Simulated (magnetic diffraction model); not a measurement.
**CeHf2 below its ordering temperature**

Space group Fd-3m (no. 227, origin choice 1), a = 8.5420 Å.

```
site  atom    x    y    z
 16c    Hf  3/8  1/8  3/8
  8b    Ce  1/4  3/4  1/4
```

The compound is invented for this exercise: a known structure type with other elements, its cell scaled to their sizes and not relaxed.

Only Ce is taken to order (form factors of Ce3+); orders and moment sizes are assumed, and not adapted to the symmetry. Radiation: neutrons of λ = 2.567 Å, 8° to 80°; isotropic B of 0.41 Å² (Hf) and 0.39 Å² (Ce). Simulated constant-wavelength pattern: nuclear and magnetic terms add, the magnetic one as |2.695 fm × Σ f S⊥ exp(2πi Q·r) exp(−B s²)|², summed over all Q at one angle with the factor 1/(sin²θ cos θ). For collinear order S is the moment m, which repeats by lattice and centring translations R with the sign exp(−2πi k·R). Free-ion form factors, Sears's scattering lengths of 1992, no absorption; a label names one of the reflections at its angle. The strongest nuclear line in the range is 100, and lines under 0.2 are left out.

Above the ordering temperature:

```
2θ (°)    index      I
 30.17  (1 1 1)   16.6
 50.30  (2 2 0)   12.6
 59.78  (3 1 1)  100.0
 62.73  (2 2 2)   59.3
 73.89  (4 0 0)   16.6
```

Below it (cell unchanged):

```tsv
2θ (°)	I
24.54	9.3
30.17	16.6
39.27	5.6
43.19	1.9
50.30	12.6
53.59	3.3
56.74	3.2
59.78	100.0
62.73	59.3
65.61	0.7
68.42	3.1
73.89	16.6
76.56	2.5
79.21	1.0
```

**Question.** Check that the new lines index with k = (1 0 0), then choose among these models:
A. collinear moments along [100], 2 μB on Ce; signs + at (1/4, 3/4, 1/4), − at (0, 0, 1/2)
B. collinear moments along [111], 2 μB on Ce; signs + at (1/4, 3/4, 1/4), − at (0, 0, 1/2)
C. collinear moments along [100], 2 μB on Ce; signs + at (1/4, 3/4, 1/4), + at (0, 0, 1/2)
D. collinear moments along [111], 2 μB on Ce; signs + at (1/4, 3/4, 1/4), + at (0, 0, 1/2)

The new lines index as (0 1 -1) at 24.54°, (1 2 0) at 39.27°, (2 1 1) at 43.19° and (1 2 2) at 53.59°, that is as H ± k with k = (1 0 0), one of 3 inequivalent arms of its star (k and −k counted as one), which a powder can't tell apart. The indices are whole but break the lattice centring, so the moments reverse under a centring translation, those with k·t a half-integer.

Magnetic intensity, observed (below minus above) and for each model:

| 2θ (°) | index | observed | A | B | C | D |
| --- | --- | --- | --- | --- | --- | --- |
| 17.28 | (1 0 0) | <0.2 | <0.2 | 6.3 | <0.2 | 6.3 |
| 24.54 | (0 1 -1) | 9.3 | 9.3 | 3.1 | 9.3 | 9.3 |
| 39.27 | (1 2 0) | 5.6 | 5.6 | 4.7 | 5.6 | 4.7 |
| 43.19 | (2 1 1) | 1.9 | 1.9 | 4.5 | 1.9 | 3.2 |
| 56.74 | (0 3 1) | 3.2 | 3.2 | 2.8 | 3.2 | 1.5 |
| 65.61 | (3 2 0) | 0.7 | 0.7 | 1.6 | 0.7 | 1.6 |
| 68.42 | (2 3 -1) | 3.1 | 3.1 | 2.3 | 3.1 | 3.6 |
| 79.21 | (4 1 -1) | 1.0 | 1.0 | 1.3 | 1.0 | 2.0 |

Models A and C match alike on every line, so these data can't choose among them (such ties are often domains of one structure).

The absence at (1 0 0) is telling: Q lies along the moments there, so the part normal to Q vanishes.

The structure used: k = (1 0 0), collinear moments along [100], 2 μB on Ce; signs + at (1/4, 3/4, 1/4), + at (0, 0, 1/2).

[Logs are printed without paths, hosts, clocks, repeated set-up lines and the standing remarks that a program may print on its own settings, such as how far it seeks lower states.]
